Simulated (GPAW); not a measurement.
Computed results, one entry a study.

```cif
data_sno2
_symmetry_space_group_name_H-M 'P4_2/mnm'
_symmetry_Int_Tables_number 136
_cell_length_a 4.7380
_cell_length_b 4.7380
_cell_length_c 3.1865
_cell_angle_alpha 90.000
_cell_angle_beta 90.000
_cell_angle_gamma 90.000
_cell_volume 71.53
loop_
_atom_site_label
_atom_site_type_symbol
_atom_site_symmetry_multiplicity
_atom_site_Wyckoff_symbol
_atom_site_fract_x
_atom_site_fract_y
_atom_site_fract_z
_atom_site_occupancy
Sn1 Sn 2 a 0.00000 0.00000 0.00000 1
O1 O 4 f 0.30710 0.30710 0.00000 1
_calc_subject 'A GW chain in GPAW: SnO2 (Cassiterite)'
_calc_method 'DFT, PBE, plane waves, PAW (and 1 further level or step)'
_calc_program 'GPAW 26.7.0'
_calc_settings_of_one_run 'cutoff 600 eV, GPAW PAW setups 1.2.1 data release, 4×4×6 k-mesh, nbands 172'
_calc_cost '4 runs, 6.3 min in all on 4 MPI ranks of AMD EPYC 9R14 (Zen 4), shared host (the runs of this entry)'
_calc_notes 'The cell and positions come from the Crystallography Open Database and are kept as given unless a step says otherwise. Limits: no spin-orbit coupling. Bands and cutoff are finite, so the gap is not at the basis limit. The miss can reach some tenths of an eV and take either sign; the mesh is an error of its own.'
_calc_pbe_gap '1.31 eV, direct'
_calc_g0w0_gap_on_the_mesh '3.04 eV'
_calc_gw_settings '4×4×6 mesh, 162 bands, screening to 100 eV, Godby-Needs plasmon pole'
_calc_known_limits 'not at the basis limit; no spin-orbit coupling'
```

[Paths, hosts, dates, memory and timing lines, banners, echoed tables and standing remarks are left out of the program output.]

[Logs are printed without paths, hosts, clocks, repeated set-up lines and the standing remarks that a program may print on its own settings, such as how far it seeks lower states.]

[Runs of the session that timed out or met a known fault of the program may be left out.]

[Hosts, paths, dates, database ids (printed as entryN), source tags and the programs' standing remarks are cut or masked in the printed files.]
